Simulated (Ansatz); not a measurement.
# Mg4TeSe3: complex band structure, part 3 of 3

Aim: relax a made-up compound, Mg4TeSe3, and see how good a tunnel barrier it would be. It is built by putting Te for S, Mg for Sr in the Sr4Se3S structure of space group R-3m, with the volume rescaled by atomic radii. The parent structure comes from the Materials Project.

Ansatz 0.2.0; r2SCAN DFT, plane waves, PAW files (the session's first sound run).

So far, gap on the k-mesh (eV): step 3 (the bulk crystal and its band edges, r2SCAN) 1.04; step 4 (complex bands, plane (001), r2SCAN) 1.04; step 6 (PBEsol, cutoff 420 eV) 0.443.

The structure was built from a prototype and need not be the compound's stable phase.

## Step 7: Complex bands at another level, cutoff 420 eV

This step: PBEsol DFT, plane waves, PAW files; complex bands by layer matching along the plane's normal (Ansatz 0.2.0).

The complex bands at that level, over its own gap, at (0, 0) and (-0.5, 0).

input.yaml reads:

```yaml
crystal:
  lattice:
    - [3.956891885, 0.0, 0.0]
    - [1.978445942, 3.426768892, 0.0]
    - [1.978445942, 1.142256297, 12.924875763]
  atoms:
    - { symbol: Mg, position: [0.1263955638, 0.1263955638, 0.6208133086] }
    - { symbol: Mg, position: [0.8736044362, 0.8736044362, 0.3791866914] }
    - { symbol: Mg, position: [0.6207118077, 0.6207118077, 0.1378645769] }
    - { symbol: Mg, position: [0.3792881923, 0.3792881923, 0.8621354231] }
    - { symbol: Se, position: [0.7527755215, 0.7527755215, 0.7416734355] }
    - { symbol: Se, position: [0.5, 0.5, 0.5] }
    - { symbol: Se, position: [0.2472244785, 0.2472244785, 0.2583265645] }
    - { symbol: Te, position: [0.0, 0.0, 0.0] }
kpoints:
  mp_grid: { grid: [8, 8, 8] }
scf:
  occupations: { method: fixed }
hamiltonian:
  xc: pbesol
output:
  eigenvalues: true
  transmission:
    leads: [[0, 0]]
    kpoints: [[0.0, 0.0], [-0.5, 0.0]]
    e_range: [-1.0, 1.44]
    de: 0.06
```

Started as:

```console
ansatz run input.yaml --threads 2 --pin off --max-ram 4096MiB --backend cpu --events-out ev --progress --plain --runs-dir out
```

Numbers of over 12 decimals in the logs are rounded to 6 here.

The log of the run:

```text
[...]
Crystal: 8 atoms, lattice volume = 175.253 Å³
Basis set: ecut = 420 eV, 3451 PW (Γ)
Bands: 63, of which v1, the nominal top of the filled ones, is band 52 counted from 1 (51 counted from 0)
Symmetry: 12 space group operations
[...]
k-points: 65 of 512
[...]
SCF iter   1: F=—  HF=-30831.399793 eV  |F-HF|=—  |Δ(HF+E_count)|=         —  Δρ=2.77e-3  dr2=2.45e-2  ethr=1.77e-3  ⟨swp⟩=5.1  Hψ=14360  notcnv=0  defer=546
[...]
SCF iter   7: F=-30831.391452 eV  HF=-30831.391452 eV  |F-HF|=8.96e-9  |Δ(HF+E_count)|=   3.96e-8  Δρ=1.93e-6  dr2=1.41e-8  ethr=9.62e-11  ⟨swp⟩=13.1  Hψ=20276  notcnv=0
SCF 1 converged in 7 iterations: F = -30831.391452 eV  dr2 = 1.41e-8
[...]
transmission: 17 of 34 steps passed
transmission: 34 of 34 steps passed
SCF converged after 7 iterations
Free energy (F): -30831.391452 eV
[...]
Internal energy: -30831.391452 eV  (E = F + TS)
E sigma→0 (E₀):  -30831.391452 eV
Fermi energy:    8.469149 eV
[...]
--- Band table (eV; the first three rows and the last of 65) ---
  k-point 0: bands = [... 48 lower, 7.0736, 7.5123, 8.4691, 8.4691, 9.6112, 10.8240, 10.9930, 12.2868, ... 7 higher]
  k-point 1: bands = [... 48 lower, 7.0751, 7.3963, 8.4688, 8.4688, 9.7098, 10.8234, 10.9682, 12.2791, ... 7 higher]
  k-point 2: bands = [... 48 lower, 7.0785, 7.1015, 8.4681, 8.4681, 9.9487, 10.8150, 10.8972, 12.2564, ... 7 higher]
  k-point 64: bands = [... 48 lower, 5.9746, 5.9897, 6.0947, 6.4649, 10.1480, 11.4590, 11.5421, 11.9019, ... 7 higher]
--- Transmission ---
  basis      : 121 plane waves across, 17 finite elements along
  points     : 2, as listed
[...]
channels       : 0.000000e0 a spin
[...]
slowest decay  : 0.1237 /Å at (-0.5000, 0.0000)
```

It took 24 s on 2 threads of AMD EPYC 7R43, shared host; peak memory 0.8 GiB; 40 s of CPU time.

Numbers from this step:

```
level to which the leads are filled                       : 0.2214 eV from the Fermi level
decay constant at the filling level, zone centre          : 0.1283 Å⁻¹
decay constant at the filling level, slowest listed point : 0.1237 Å⁻¹
```

K parallel (0, 0); values up to 1.394 1/Å, a degenerate pair printed once or twice; energies at which all values exceed this have no row. Im kz of the slowest decaying states against energy, zero at the highest filled level on the SCF mesh:

```
energy (eV)  decay 1 (Å⁻¹)  decay 2 (Å⁻¹)  decay 3 (Å⁻¹)  decay 4 (Å⁻¹)
     -1.000          0.457           1.09           1.09           1.18
     -0.880         0.0473          0.479           1.08           1.08
     -0.760         0.0736          0.492           1.06           1.07
     -0.640         0.0905          0.498           1.05           1.06
     -0.520          0.103          0.497           1.04           1.05
     -0.400          0.112          0.489           1.03           1.04
     -0.280          0.119          0.471           1.02           1.03
     -0.160          0.124          0.435           1.00           1.01
     -0.040          0.127          0.332          0.995           1.00
      0.020          0.128          0.287          0.990          0.998
      0.080          0.128          0.394          0.987          0.992
      0.200          0.128          0.467          0.980          0.984
      0.320          0.126          0.505          0.968          0.981
      0.440          0.123          0.531          0.956          0.966
      0.560          0.117          0.550          0.944          0.950
      0.680          0.109          0.564          0.931          0.934
      0.800         0.0979          0.576          0.918          0.918
      0.920         0.0822          0.584          0.901          0.905
      1.040         0.0579          0.591          0.883          0.891
      1.160          0.597          0.865          0.878              -
      1.280          0.601          0.846          0.864              -
      1.400          0.603          0.826          0.849              -
```

K parallel (-0.5, 0); values up to 1.394 1/Å, a degenerate pair printed once or twice; energies at which all values exceed this have no row. Table of Im kz of the slowest decaying states by energy, zero at the highest filled level on the SCF mesh:

| energy (eV) | decay 1 (Å⁻¹) | decay 2 (Å⁻¹) | decay 3 (Å⁻¹) | decay 4 (Å⁻¹) |
| --- | --- | --- | --- | --- |
| -1.000 | 0.157 | 0.189 | 0.226 | 0.774 |
| -0.880 | 0.173 | 0.224 | 0.258 | 0.757 |
| -0.820 | 0.179 | 0.222 | 0.281 | 0.749 |
| -0.700 | 0.191 | 0.218 | 0.315 | 0.731 |
| -0.640 | 0.196 | 0.215 | 0.328 | 0.723 |
| -0.520 | 0.205 | 0.209 | 0.351 | 0.705 |
| -0.400 | 0.201 | 0.212 | 0.369 | 0.687 |
| -0.340 | 0.197 | 0.215 | 0.377 | 0.677 |
| -0.220 | 0.186 | 0.221 | 0.391 | 0.659 |
| -0.160 | 0.180 | 0.223 | 0.397 | 0.649 |
| -0.040 | 0.165 | 0.227 | 0.407 | 0.630 |
| 0.020 | 0.157 | 0.228 | 0.412 | 0.620 |
| 0.080 | 0.147 | 0.230 | 0.416 | 0.610 |
| 0.140 | 0.136 | 0.231 | 0.419 | 0.600 |
| 0.260 | 0.109 | 0.232 | 0.426 | 0.580 |
| 0.320 | 0.0903 | 0.233 | 0.429 | 0.570 |
| 0.440 | 0.0137 | 0.233 | 0.434 | 0.549 |
| 0.560 | 0.232 | 0.438 | 0.528 | - |
| 0.620 | 0.232 | 0.439 | 0.518 | - |
| 0.740 | 0.230 | 0.441 | 0.497 | - |
| 0.800 | 0.229 | 0.442 | 0.486 | - |
| 0.920 | 0.226 | 0.444 | 0.464 | - |
| 1.040 | 0.222 | 0.443 | 0.444 | - |
| 1.100 | 0.220 | 0.432 | 0.444 | - |
| 1.220 | 0.215 | 0.411 | 0.443 | - |
| 1.280 | 0.213 | 0.400 | 0.443 | - |
| 1.400 | 0.206 | 0.378 | 0.441 | - |

At the listed wavevectors the last open channel is at -1.00 eV and the next at +0.50 eV on the grid, wider than the gap, since narrow bands can fall between grid energies. At +0.20 eV, the grid energy nearest the filling level (the middle of the gap on the SCF mesh), the slowest state at the listed wavevectors decays with κ = 0.124 Å⁻¹, its amplitude falling by e over 8.1 Å; the first such run, plane (001), gave 0.172 Å⁻¹ over as many of its listed wavevectors.

## Step 8: The same cell, other settings

This step: r2SCAN DFT, plane waves, PAW files; complex bands by layer matching along the plane's normal; changed: output.transmission.e_range = [-0.1, 0.1], output.transmission.de = 0.05 (Ansatz 0.2.0).

This run repeats an earlier one, its twin (the complex run, plane (001)), with two settings changed (output.transmission.e_range, output.transmission.de; files written aside). It is meant to test what the energy window and step decide. Where the input is shown as a difference, that is against the step before, not the twin.

Changes to input.yaml since step 7:

```diff
@@ -19,3 +19,3 @@
 hamiltonian:
-  xc: pbesol
+  xc: r2scan
 output:
@@ -24,4 +24,4 @@
     leads: [[0, 0]]
-    kpoints: [[0.0, 0.0], [-0.5, 0.0]]
-    e_range: [-1.0, 1.44]
-    de: 0.06
+    kpoints: [[0.0, 0.0], [-0.5, 0.0], [0.5, 0.0]]
+    e_range: [-0.1, 0.1]
+    de: 0.05
```

The log of the run:

```text
[...]
Crystal: 8 atoms, lattice volume = 175.253 Å³
Basis set: ecut = 500 eV, 4445 PW (Γ), exchange–correlation on 120×120×384 points (64 copies of the dense FFT grid, shifted against one another)
Bands: 63, of which v1, the nominal top of the filled ones, is band 52 counted from 1 (51 counted from 0)
Symmetry: 12 space group operations
[...]
k-points: 65 of 512
[...]
SCF iter   1: F=—  HF=-31145.218049 eV  |F-HF|=—  |Δ(HF+E_count)|=         —  Δρ=6.01e-3  dr2=4.61e-2  dr2_τ=2.15e-2  ethr=1.77e-3  ⟨swp⟩=4.9  Hψ=12483  notcnv=0  defer=547
[...]
SCF iter   7: F=-31145.369129 eV  HF=-31145.369129 eV  |F-HF|=4.07e-10  |Δ(HF+E_count)|=   2.49e-7  Δρ=3.96e-6  dr2=3.06e-8  dr2_τ=4.92e-10  ethr=9.62e-11  ⟨swp⟩=12.8  Hψ=20312  notcnv=0
SCF 1 converged in 7 iterations: F = -31145.369129 eV  dr2 = 3.06e-8
[...]
transmission: 18 of 54 steps passed
transmission: 36 of 54 steps passed
transmission: 54 of 54 steps passed
SCF converged after 7 iterations
Free energy (F): -31145.369129 eV
[...]
Internal energy: -31145.369129 eV  (E = F + TS)
E sigma→0 (E₀):  -31145.369129 eV
Fermi energy:    8.399614 eV
[...]
--- Band table (eV; the first three rows and the last of 65) ---
  k-point 0: bands = [... 48 lower, 6.9015, 7.3677, 8.3996, 8.3996, 10.4163, 11.4641, 11.6668, 13.0751, ... 7 higher]
  k-point 1: bands = [... 48 lower, 6.9030, 7.2719, 8.3993, 8.3993, 10.4945, 11.4643, 11.6420, 13.0713, ... 7 higher]
  k-point 2: bands = [... 48 lower, 6.9066, 7.0141, 8.3987, 8.3987, 10.6958, 11.4617, 11.5675, 13.0573, ... 7 higher]
  k-point 64: bands = [... 48 lower, 5.8244, 5.8697, 5.9365, 6.3348, 10.6630, 11.9536, 12.0421, 12.4313, ... 7 higher]
--- Transmission ---
  basis      : 151 plane waves across, 18 finite elements along
  points     : 3, as listed
[...]
channels       : 0.000000e0 a spin
[...]
slowest decay  : 0.1647 /Å at (0.0000, 0.0000)
```

The job ended after 29 s (2 threads; peak memory 1.2 GiB).

This step gave:

| Item | Value |
| --- | --- |
| free energy | -31145.3691 eV |
| Fermi energy | 8.400 eV |
| gap on the k-mesh | 1.041 eV |
| level to which the leads are filled | 0.5203 eV from the Fermi level |

K parallel (0, 0); values up to 1.394 1/Å, a degenerate pair printed once or twice; energies at which all values exceed this have no row. Im kz of the slowest decaying states against energy, zero at the highest filled level on the SCF mesh:

```
energy (eV)  decay 1 (Å⁻¹)  decay 2 (Å⁻¹)  decay 3 (Å⁻¹)  decay 4 (Å⁻¹)
    -0.1000          0.157          0.408           1.06           1.06
    -0.0500          0.159          0.356           1.05           1.06
     0.0000         0.0315          0.161           1.05           1.05
     0.0500          0.163          0.363           1.04           1.05
     0.1000          0.165          0.417           1.04           1.05
```

K parallel (-0.5, 0); values up to 1.394 1/Å, a degenerate pair printed once or twice; energies at which all values exceed this have no row. Im kz of the slowest decaying states against energy, zero at the highest filled level on the SCF mesh:

| energy (eV) | decay 1 (Å⁻¹) | decay 2 (Å⁻¹) | decay 3 (Å⁻¹) | decay 4 (Å⁻¹) |
| --- | --- | --- | --- | --- |
| -0.1000 | 0.235 | 0.248 | 0.420 | 0.720 |
| -0.0500 | 0.232 | 0.250 | 0.424 | 0.713 |
| 0.0000 | 0.229 | 0.252 | 0.428 | 0.706 |
| 0.0500 | 0.225 | 0.254 | 0.432 | 0.698 |
| 0.1000 | 0.222 | 0.255 | 0.435 | 0.691 |

K parallel (0.5, 0); values up to 1.394 1/Å, a degenerate pair printed once or twice; energies at which all values exceed this have no row. Table of Im kz of the slowest decaying states by energy, zero at the highest filled level on the SCF mesh:

```csv
energy (eV),decay 1 (Å⁻¹),decay 2 (Å⁻¹),decay 3 (Å⁻¹),decay 4 (Å⁻¹)
-0.1000,0.235,0.248,0.420,0.720
-0.0500,0.232,0.250,0.424,0.713
0.0000,0.229,0.252,0.428,0.706
0.0500,0.225,0.254,0.432,0.698
0.1000,0.222,0.255,0.435,0.691
```

## Step 9: Results

| Property | Result |
| --- | --- |
| band gap | 1.04 eV |
| least decay constant at mid-gap, normal to (001) | 0.172 Å⁻¹ |
| least decay constant on a mesh, normal to (001) | 0.172 Å⁻¹ |
| least decay constant, PBEsol | 0.124 Å⁻¹ |

With r2SCAN, the slowest decay at the wavevectors tried is κ = 0.172 Å⁻¹, normal to (001). Through such a film the transmission near mid-gap falls as exp(−2κd), a factor of ten every 6.7 Å. A free electron under a barrier of half the gap would need a mass of 0.22 mₑ to decay at this rate. With PBEsol the gap goes from 1.04 to 0.443 eV and the decay constant, over the first 2 listed wavevectors, from 0.172 to 0.124 Å⁻¹. The compound is made up by substitution; its stability against other phases and against distortions of the cell's symmetry was not tested. r2SCAN still narrows gaps, if less than LDA and GGA do, while spin-orbit coupling, left out here, narrows them in compounds of heavy elements, so the error in κ can go either way.

[Logs are printed without paths, hosts, clocks, repeated set-up lines and the standing remarks that a program may print on its own settings, such as how far it seeks lower states.]

[Hosts, paths, dates, database ids (printed as entryN), source tags and the programs' standing remarks are cut or masked in the printed files.]
